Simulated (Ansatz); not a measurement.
# Optical response of SrCl2

Aim: the dielectric function of SrCl2, and the optical constants that follow from it.

Method: DFT, PBE, plane-wave PAW, default files, scalar-relativistic, independent-particle optical response without local fields, in Ansatz 0.2.0.

This is a report of a sequence of runs, with most program output left out.

## (1) The starting structure

Symmetry: Fm-3m, No. 225, cubic system. The conventional cell has a = 6.977 Å, b = 6.977 Å, c = 6.977 Å, α = 90.00°, β = 90.00°, γ = 90.00°. Sr has 8 Cl at 3.02 Å nearest. Cl has 4 Sr at 3.02 Å nearest. Farther neighbours and most contacts between anions are not listed.

## (2) Ground state and bands

The self-consistent density comes first; it also tells whether there is a gap, which decides the occupations and the need for a Drude term.

This step: DFT, PBE, plane-wave PAW, default files, scalar-relativistic, ground state (Ansatz 0.2.0).

Input file input.yaml:

```yaml
crystal:
  lattice:
    - [0.0, 3.48835, 3.48835]
    - [3.48835, 0.0, 3.48835]
    - [3.48835, 3.48835, 0.0]
  atoms:
    - { symbol: Sr, position: [0.0, 0.0, 0.0] }
    - { symbol: Cl, position: [0.75, 0.75, 0.75] }
    - { symbol: Cl, position: [0.25, 0.25, 0.25] }
kpoints:
  mp_grid: { grid: [6, 6, 6] }
  band_path:
    path:
      - [[0.0, 0.0, 0.0], [0.5, 0.0, 0.5], [0.5, 0.25, 0.75], [0.375, 0.375, 0.75], [0.0, 0.0, 0.0], [0.5, 0.5, 0.5], [0.625, 0.25, 0.625], [0.5, 0.25, 0.75], [0.5, 0.5, 0.5], [0.375, 0.375, 0.75]]
      - [[0.625, 0.25, 0.625], [0.5, 0.0, 0.5]]
    npoints: 6
scf:
  occupations: { method: fermi_dirac, width: 0.05 }
  n_extra_bands: 7
hamiltonian:
  xc: pbe
  pseudopotentials: { kind: paw }
output:
  forces: true
  stress: true
  populations: true
  write_bands: true
  write_density: true
  write_potential: true
  elf: true
  volumetric_format: npy
```

On the command line:

```console
$ ansatz run input.yaml --threads 4 --pin off --max-ram 8192MiB --backend cpu --events-out ev --progress --plain --runs-dir out
```

Elapsed: 1.8 s, on 4 threads of Intel Xeon Platinum 8559C (Emerald Rapids), shared host; peak memory 0.44 GiB; 3.5 s of CPU time.

Read-outs, printed or worked out from the files:

- free energy: -5710.7249 eV
- Fermi energy: 5.816 eV
- gap by band count: 5.343 eV
- electrons: 24
- symmetry operations: 48
- pressure: 0.9881 GPa
- gap on the k-mesh: 5.343 eV
- volume: 84.90 Å³
- gap on the path: 5.343 eV
- least direct gap on the path: 5.508 eV

There is a gap, 5.34 eV on the path, so no carriers' term is needed. The cell is left with a pressure of 1.0 GPa, as it stands unrelaxed at this level.

The electronic bands at the labelled points (eV, zero at the Fermi level; v1 is the highest filled band, c1 the lowest empty one):

```csv
point,v4,v3,v2,v1,c1,c2,c3,c4
Γ,-4.83,-3.05,-3.05,-3.05,2.63,3.39,3.39,6.25
halfway,-4.43,-3.91,-3.04,-3.04,3.34,3.95,4.08,5.37
X,-4.59,-3.11,-3.11,-2.72,2.79,4.33,4.91,5.30
halfway,-4.40,-3.37,-3.08,-2.76,3.07,4.37,4.71,4.86
W,-3.92,-3.92,-3.02,-2.82,3.52,4.30,4.51,4.51
halfway,-4.21,-3.64,-3.10,-2.83,3.36,4.44,4.47,4.72
K,-4.43,-3.43,-3.25,-2.83,3.24,4.42,4.63,4.88
halfway,-4.15,-4.03,-3.68,-3.01,3.66,3.94,4.00,5.37
Γ,-4.83,-3.05,-3.05,-3.05,2.63,3.39,3.39,6.25
halfway,-4.47,-3.63,-3.35,-3.35,3.74,3.77,3.77,5.06
L,-4.21,-4.03,-3.76,-3.76,4.01,4.01,4.81,5.13
halfway,-4.31,-3.67,-3.54,-3.25,3.62,4.23,4.70,5.09
U,-4.43,-3.43,-3.25,-2.83,3.24,4.42,4.63,4.88
halfway,-4.21,-3.64,-3.10,-2.83,3.36,4.44,4.47,4.72
W,-3.92,-3.92,-3.02,-2.82,3.52,4.30,4.51,4.51
halfway,-4.11,-3.86,-3.27,-3.25,3.61,4.22,4.68,5.01
L,-4.21,-4.03,-3.76,-3.76,4.01,4.01,4.81,5.13
halfway,-4.31,-3.67,-3.54,-3.25,3.62,4.23,4.70,5.09
K,-4.43,-3.43,-3.25,-2.83,3.24,4.42,4.63,4.88
jump to U,-4.43,-3.43,-3.25,-2.83,3.24,4.42,4.63,4.88
halfway,-4.55,-3.20,-3.15,-2.74,2.93,4.35,4.83,5.03
X,-4.59,-3.11,-3.11,-2.72,2.79,4.33,4.91,5.30
```

ELF in the ac plane of a cell with a along [110], b along [-110] and c along [001] of the cube at fractional y = 0.000, with atoms of Sr and Cl within 0.2 Å of it. It is the smooth field of the valence electrons, not physical close to the nuclei.

Ten even steps from '_' (0.00) to '@' (0.87), each cell a mean:
```
==%%@@--__..::::::....##@@**==%%@@--__..::::::....##@@**
@@@@**..::**%%%%##++..==%%@@@@@@**..::**%%%%##++..==%%@@
##++::::##@@@@@@@@%%==..==####++::::##@@@@@@@@%%==..==##
..__..++@@@@%%##@@@@##::__....__..++@@@@%%##@@@@##::__..
____::**@@@@**==%%@@%%==________::**@@@@**==%%@@%%==____
____::**@@@@%%##@@@@%%==________::**@@@@%%##@@@@%%==____
____..++%%@@@@@@@@@@**--________..++%%@@@@@@@@@@**--____
______::++##%%%%%%**==..__________::++##%%%%%%**==..____
________..::----::..________________..::----::..________
____________....________________________....____________
______..--==++**++==::____________..--==++**++==::______
____..==##%%@@@@@@%%++::________..==##%%@@@@@@%%++::____
____::**%%@@@@@@@@@@##--________::**%%@@@@@@@@@@##--____
____::**@@@@##++%%@@%%==________::**@@@@##++%%@@%%==____
____..**@@@@**++%%@@%%--________..**@@@@**++%%@@%%--____
==::..--%%@@@@@@@@@@**....--==::..--%%@@@@@@@@@@**....--
@@%%==..++%%@@@@@@##::::**@@@@%%==..++%%@@@@@@##::::**@@
##@@%%::..==****++::..++@@%%##@@%%::..==****++::..++@@%%
::##@@==____....____..##@@==::##@@==____....____..##@@==
```

Electrostatic potential energy in the ac plane of a cell with a along [110], b along [-110] and c along [001] of the cube at fractional y = 0.000, with atoms of Sr and Cl within 0.2 Å of it. With pseudopotentials it is smooth inside the atoms' cores, unlike the true potential.

Ten even steps from '0' (-70 eV) to '9' (10 eV), each cell a mean:
```
0058999999972000589999999720
2479999999986324799999999863
7889987679998778899876799987
9999963348999999999633489999
9999852237999999998522379999
9999963348999999999633489999
9999987679999999999876799999
9999999999999999999999999999
9999999999999999999999999999
9999999999999999999999999999
9999999999999999999999999999
9999998899999999999988999999
9999975468999999999754689999
9999853247999999998532479999
9999852237999999998522379999
8899975468999888999754689998
5789998899987657899988999876
0278999999984002789999999840
0058999999971000589999999710
```

## (3) Spectrum

With the density converged, the vertical transitions are summed over the zone.

This step: DFT, PBE, plane-wave PAW, default files, scalar-relativistic, independent-particle optical response without local fields (Ansatz 0.2.0).

input.yaml, the sections that differ from step 2:

```yaml
kpoints:
  mp_grid: { grid: [6, 6, 6] }
scf:
  occupations: { method: fixed }
output:
  optics:
    e_range: [0, 20]
    de: 0.05
    sigma: 0.1
    nscf_kmesh: { grid: [6, 6, 6] }
    bands: { spectra_wanted_up_to: 20 }
# crystal, hamiltonian: as in step 2
```

It took 3.3 s on 4 threads; peak memory 0.71 GiB; 12 s of CPU time.

Read-outs, printed or worked out from the files:

| Property | Result |
| --- | --- |
| electronic dielectric constant ε∞, mean over x, y and z (by symmetry where fewer were run) | 3.214 |
| absorption onset, first axis (α over 10⁴ cm⁻¹, or the direct gap if that lies higher) | 5.676 eV |
| main peak of Im epsilon, first axis | 7.593 eV |
| centre of weight of the strongest loss peak in the window | 17.18 eV |
| least direct gap on the mesh | 5.508 eV |
| bands summed | 51 |
| spectra valid up to | 29.25 eV |
| program's estimate of the k-sum error in Im epsilon | 0.19 % |
| electrons in the f-sum | 20.14 |

The Im ε, any direction has structure finer than the step of the table below, so its rows give means over 0.5 eV, whole bins alone (the curve runs from 0 to 20 eV). Peaks (eV: height): 7.60: 9.29, 9.55: 5.24, 12.55: 2.72.

The Im ε, any direction by photon energy; means over each step:

photon energy (eV), Im ε, any direction and a bar:
```
      5.0       0.00 
      5.5       0.03 
      6.0       0.50 ##
      6.5       1.61 ######
      7.0       2.93 ###########
      7.5       7.82 ##############################
      8.0       6.38 ########################
      8.5       4.71 ##################
      9.0       3.05 ############
      9.5       4.48 #################
     10.0       3.00 ############
     10.5       1.73 #######
     11.0       1.84 #######
     11.5       2.58 ##########
     12.0       2.31 #########
     12.5       2.59 ##########
     13.0       2.22 #########
     13.5       1.70 #######
     14.0       1.91 #######
     14.5       1.86 #######
     15.0       1.84 #######
     15.5       1.31 #####
     16.0       1.08 ####
     16.5       0.71 ###
     17.0       0.59 ##
     17.5       0.67 ###
     18.0       0.49 ##
     18.5       0.41 ##
     19.0       0.44 ##
     19.5       0.41 ##
```

Table of Re ε, any direction by photon energy:

```csv
photon energy (eV),"Re ε, any direction"
0.0,3.21
0.5,3.22
1.0,3.24
1.5,3.27
2.0,3.32
2.5,3.39
3.0,3.48
3.5,3.60
4.0,3.77
4.5,3.99
5.0,4.31
5.5,4.86
6.0,5.74
6.5,6.50
7.0,7.91
7.5,6.73
8.0,1.53
8.5,-0.582
9.0,1.34
9.5,1.57
10.0,-0.985
10.5,0.264
11.0,1.20
11.5,1.09
12.0,0.821
12.5,0.666
13.0,0.209
13.5,0.0966
14.0,0.335
14.5,0.259
15.0,-0.162
15.5,0.0689
16.0,-0.254
16.5,-0.179
17.0,0.283
17.5,0.272
18.0,0.353
18.5,0.597
19.0,0.649
19.5,0.902
20.0,1.01
```

The loss function −Im 1/ε at q → 0, any direction has structure finer than the step of the table below, so its rows give means over 0.5 eV, whole bins alone (the curve runs from 0 to 20 eV). Peaks (eV: height): 10.50: 0.607, 16.65: 1.82, 17.70: 1.38.

The loss function −Im 1/ε at q → 0, any direction by energy loss; means over each step:

energy loss (eV), loss function −Im 1/ε at q → 0, any direction and a bar:
```
      5.0       0.00 
      5.5       0.00 
      6.0       0.01 
      6.5       0.04 #
      7.0       0.04 #
      7.5       0.08 ##
      8.0       0.15 ###
      8.5       0.22 #####
      9.0       0.28 ######
      9.5       0.20 ####
     10.0       0.34 #######
     10.5       0.55 ############
     11.0       0.39 ########
     11.5       0.32 #######
     12.0       0.39 ########
     12.5       0.36 ########
     13.0       0.45 ##########
     13.5       0.58 ############
     14.0       0.50 ###########
     14.5       0.53 ###########
     15.0       0.53 ###########
     15.5       0.75 ################
     16.0       0.89 ###################
     16.5       1.42 ##############################
     17.0       1.42 ##############################
     17.5       1.25 ###########################
     18.0       1.30 ############################
     18.5       0.80 #################
     19.0       0.65 ##############
     19.5       0.43 #########
```

The reflectivity at normal incidence, any direction has structure finer than the step of the table below, so its rows give means over 0.5 eV, whole bins alone (the curve runs from 0 to 20 eV). Peaks (eV: height): 7.65: 35.2, 8.50: 34.4, 9.95: 33.9, 12.70: 20.4, 15.20: 27.7, 16.45: 26.0.

Table of reflectivity at normal incidence, any direction by photon energy; means over each step:

```csv
photon energy (eV),"reflectivity at normal incidence, any direction (%)"
0.5,8.09
1.0,8.17
1.5,8.30
2.0,8.51
2.5,8.78
3.0,9.14
3.5,9.62
4.0,10.2
4.5,11.1
5.0,12.3
5.5,14.2
6.0,17.1
6.5,19.8
7.0,24.1
7.5,32.7
8.0,30.8
8.5,29.7
9.0,17.7
9.5,25.3
10.0,30.0
10.5,15.9
11.0,10.3
11.5,15.4
12.0,15.2
12.5,18.1
13.0,19.5
13.5,16.2
14.0,15.7
14.5,16.5
15.0,22.4
15.5,20.6
16.0,23.0
16.5,22.4
17.0,10.0
17.5,9.45
18.0,7.21
18.5,3.08
19.0,2.29
19.5,1.21
```

Refractive index n and extinction k against photon energy:

```csv
photon energy (eV),n,k
0.0,1.79,0
0.5,1.79,0
1.0,1.80,0
1.5,1.81,0
2.0,1.82,0
2.5,1.84,0
3.0,1.87,0
3.5,1.90,0
4.0,1.94,0
4.5,2.00,0
5.0,2.08,0
5.5,2.20,1.3e-4
6.0,2.40,0.0999
6.5,2.57,0.355
7.0,2.85,0.431
7.5,2.97,1.45
8.0,2.01,1.58
8.5,1.53,1.71
9.0,1.52,0.980
9.5,1.85,1.36
10.0,1.00,1.41
10.5,0.972,0.825
11.0,1.30,0.709
11.5,1.41,0.947
12.0,1.26,0.870
12.5,1.31,1.02
13.0,1.10,1.01
13.5,0.934,0.880
14.0,1.09,0.929
14.5,1.05,0.913
15.0,0.957,1.04
15.5,0.815,0.771
16.0,0.627,0.805
16.5,0.501,0.655
17.0,0.675,0.416
17.5,0.710,0.481
18.0,0.690,0.352
18.5,0.809,0.240
19.0,0.846,0.256
19.5,0.975,0.220
20.0,1.03,0.220
```

From ε follow the optical constants at some laser and lamp lines:

```csv
wavelength (nm),n,k,R (%),1/α
1064,1.80,0.000,8.2,over 1 mm
800,1.81,0.000,8.3,over 1 mm
633,1.82,0.000,8.5,over 1 mm
450,1.85,0.000,8.9,over 1 mm
405,1.87,0.000,9.2,over 1 mm
308,1.94,0.000,10.3,over 1 mm
248,2.08,0.000,12.2,over 1 mm
```

A film 1 µm thick would pass 84 % of daylight and look colourless in transmission (x = 0.313, y = 0.330).

The f-sum over the summed bands holds 20.1 of the cell's 24 electrons outside the frozen cores, 12 of which lie in bands more than 12 eV below the Fermi level, whose transitions come at higher energies. Up to 20 eV the strength has a mean oscillator energy of 10.2 eV, well above the main peak, so higher transitions carry much of it.

## (4) Static response with local fields

A static field by perturbation theory: the induced potential is included, and the Born charges come with it.

This step: DFT, PBE, plane-wave PAW, default files, scalar-relativistic, static field response by perturbation theory with local fields (Ansatz 0.2.0).

input.yaml, the sections that differ from step 3:

```yaml
dielectric: {}
# crystal, kpoints, scf, hamiltonian: as in step 3
# output: removed
```

Elapsed: 2.2 s, on 4 threads; peak memory 0.53 GiB; 7.9 s of CPU time.

Read-outs, printed or worked out from the files:

- electronic dielectric constant ε∞, mean over x, y and z (by symmetry where fewer were run): 2.917

ε∞ with local fields:

```
2.92 0.00 0.00
0.00 2.92 0.00
0.00 0.00 2.92
```

Diagonal elements. Born, by row:

```csv
atom,Z*xx (e),Z*yy (e),Z*zz (e)
Sr1,2.496,2.496,2.496
Cl2,-1.248,-1.248,-1.248
Cl3,-1.248,-1.248,-1.248
```

Mean Born charges are Sr +2.50 and Cl -1.25, against formal valences of +2 and -1. The largest lies a little above its ionic value.

## (5) Summary of results

```yaml
gap_on_the_path: 5.34 eV
least_direct_gap_on_the_path: 5.51 eV
electronic_dielectric_constant_eps_infinity_mean_over_x_y_and_z_by_symmetry_where_fewer_were_run_independent_particles: 3.21
absorption_onset_first_axis_alpha_over_1e4_cm_minus1_or_the_direct_gap_if_that_lies_higher: 5.68 eV
main_peak_of_im_epsilon_first_axis: 7.59 eV
centre_of_weight_of_the_strongest_loss_peak_in_the_window_first_axis: 17.2 eV
electronic_dielectric_constant_eps_infinity_mean_over_x_y_and_z_by_symmetry_where_fewer_were_run_static_response_with_local_fields: 2.92
```

At this level (PBE, independent particles) SrCl2 has ε∞ = 3.21 (2.92 with local fields) and n = 1.80 at 1550 nm; absorption sets in near 5.7 eV, and Im ε peaks at 7.6 eV. The gap is indirect (5.34 eV), so absorption without phonons can begin only at the direct gap of 5.51 eV. The absorption coefficient passes 10⁴ cm⁻¹ at 5.68 eV, in the ultraviolet, so the visible is passed. The strongest loss structure up to 20 eV has its centre of weight at 17.2 eV; a free-electron gas of the 20.1 electrons in the f-sum would put its plasmon at 18.1 eV. Distinct maxima of Im ε, read by a parabola through the highest points, lie at 7.59 eV (9.3), 8.41 eV (5.9), 9.56 eV (5.2) and 12.56 eV (2.7). The f-sum over the summed bands holds 20.1 of the cell's 24 electrons outside the frozen cores, 12 of which lie in bands more than 12 eV below the Fermi level, whose transitions come at higher energies. Up to 20 eV the strength has a mean oscillator energy of 10.2 eV, well above the main peak, so higher transitions carry much of it. A film 1 µm thick would pass 84 % of daylight and look colourless in transmission (x = 0.313, y = 0.330). With local fields and the functional's kernel the static response is 2.92 against 3.21 for independent particles (-9 %). In the base spectrum excitons and phonon-assisted transitions are missing, and so are local fields; PBE gaps are as a rule too small, which pulls the onset down and ε∞ up. In the base run ε includes the program's bounded estimate of what the bands above those summed add.

[Logs are printed without paths, hosts, clocks, repeated set-up lines and the standing remarks that a program may print on its own settings, such as how far it seeks lower states.]

[Hosts, paths, dates, database ids (printed as entryN), source tags and the programs' standing remarks are cut or masked in the printed files.]
